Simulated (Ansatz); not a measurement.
Rows from a G0W0 calculation on KBr (Fm-3m) (Ansatz 0.2.0; G0W0 on PBE, plane waves, PAW; 4×4×4 mesh, 214 empty bands, screening to 120 eV), in eV. Spin-orbit coupling is left out.

| row | Σx | Σc | Vxc | Z |
| --- | --- | --- | --- | --- |
| A | -19.47 | 2.01 | -15.57 | 0.80 |
| B | -4.06 | -3.37 | -8.74 | 0.85 |
| C | -4.27 | -2.98 | -7.86 | 0.86 |

Q: Which rows are filled states and which are empty ones, and how can one tell?

Filled: A. Empty: B and C. The sign of Σc tells: for a filled state bare exchange, which holds its interaction with itself, lies below Vxc (Σx − Vxc is -3.9 eV or lower here) and screening gives part back as a positive Σc. For an empty state Σx lies above Vxc (+3.6 eV or more) and the Coulomb hole leaves Σc negative.

[Runs of the session that timed out or met a known fault of the program may be left out.]

[Cells called generated may have been cut or substituted from an entry of the Crystallography Open Database or the Materials Project.]

[Hosts, paths, dates, database ids (printed as entryN), source tags and the programs' standing remarks are cut or masked in the printed files.]
